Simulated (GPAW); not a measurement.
**GaN (P6_3mc): refractive index against wavelength**

The refractive index of GaN (P6_3mc) along x below the direct gap (1.94 eV on the mesh) is read from one computed spectrum, n = √(Re ε). x, y and z are the Cartesian axes of the input cell.

It takes space group P6_3mc (No. 186, hexagonal). Conventional cell: a = 3.180 Å, b = 3.180 Å, c = 5.166 Å, α = 90.00°, β = 90.00°, γ = 120.00°. Ga on site b has 4 N at 1.94 to 1.95 Å as nearest neighbours. N on site b is surrounded by 4 Ga at 1.94 to 1.95 Å.

Method: GPAW 26.7.0, PBE, RPA, k-mesh 15×15×8, local fields up to 60 eV, Lorentzian half width 0.2 eV.

Launch of the response step: `OMP_NUM_THREADS=1 python df.py`. The run took 4.9 min, its band step included, on 1 thread of Arm Neoverse V1 (shared host).

```tsv
wavelength (nm)	photon energy E (eV)	n
3000	0.413	2.3518
2000	0.620	2.3585
1550	0.800	?
1310	0.946	2.3758
1064	1.165	2.3930
```

In the single-oscillator model n² − 1 = E₀E_d/(E₀² − E²), so 1/(n² − 1) = E₀/E_d − E²/(E₀E_d) is linear in E².

Working, on the rows shown:

| x = E² (eV²) | y = 1/(n² − 1) |
| --- | --- |
| 0.170801 | 0.220704 |
| 0.384302 | 0.219177 |
| 0.895757 | 0.215312 |
| 1.35784 | 0.211575 |

Means: x̄ = 0.70218, ȳ = 0.21669. Σ(x − x̄)(y − ȳ) = -0.006544, Σ(x − x̄)² = 0.8508. Slope = -0.006544 / 0.8508 = -0.007691; intercept = ȳ − slope · x̄ = 0.22209. Turned back into n, the line misses the rows shown by at most 0.00049.

**Question.** Predict the last column of the withheld row from the fit.

**Answer.** At x = 0.63984 the line gives y = 0.21717, that is 2.3674. The run gave 2.3670, so the interpolation is off by 0.00042, 1.0 % of the range in the table.

Refitted with all rows, the slope is -0.007697 and the intercept 0.22211. These give E₀ = √(intercept/−slope) = 5.37 eV and E_d = E₀/intercept = 24.2 eV; E₀ is 2.8 times the direct gap. The electronic limit at long wavelengths, without lattice vibrations, is n = √(1 + 1/intercept) = 2.346. The cell comes from an older database entry, whose edges can be off by a per cent or so. Excitons are left out; PBE gaps are as a rule too small. The values come from a sum over the points of one k-mesh and carry its error, which grows as the direct gap shrinks. Spin-orbit coupling is left out.

[Logs are printed without paths, hosts, clocks, repeated set-up lines and the standing remarks that a program may print on its own settings, such as how far it seeks lower states.]
